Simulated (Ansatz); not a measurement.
Rows from a G0W0 calculation on KBaLaWO6 (F-43m) (Ansatz 0.2.0; G0W0 on PBE with a share 0.1 of exact exchange, plane waves, PAW; PAW set soft_1; 2×2×2 mesh, 684 empty bands, screening to 150 eV, PAW set soft_1 files), in eV. Spin-orbit coupling is left out.

```
row                        k  band   start       Σx  Σc at the solution      Vxc
  A                        Γ    v1   7.264  -25.586               4.346  -21.011
  B  (0.000, -0.500, -0.500)    v1   7.234  -25.480               4.328  -20.917
  C                        Γ    c1  10.682  -12.729              -4.235  -17.449
  D  (0.000, -0.500, -0.500)    c1  10.538  -12.477              -4.396  -17.340
  E  (0.000, -0.500, -0.500)    c2  11.943  -16.378              -4.433  -21.511
  F  (0.000, -0.500, -0.500)    v2   6.752  -26.250               4.091  -21.896
```

Question: Work out each quasiparticle level and how far it moved.

The quasiparticle equation reads E = start + Σx + Σc(E) − Vxc.

```
row  E (eV)  shift (eV)
  A   7.035      −0.229
  B   7.000      −0.234
  C  11.166      +0.485
  D  11.005      +0.467
  E  12.641      +0.699
  F   6.488      −0.263
```

Limits: not at the basis limit; f levels unsure; no spin-orbit coupling; coarse k mesh.

[Paths, hosts, dates, memory and timing lines, banners, echoed tables and standing remarks are left out of the program output.]

[Logs are printed without paths, hosts, clocks, repeated set-up lines and the standing remarks that a program may print on its own settings, such as how far it seeks lower states.]

[Runs of the session that timed out or met a known fault of the program may be left out.]

[Cells called generated may have been cut or substituted from an entry of the Crystallography Open Database or the Materials Project.]

[Hosts, paths, dates, database ids (printed as entryN), source tags and the programs' standing remarks are cut or masked in the printed files.]
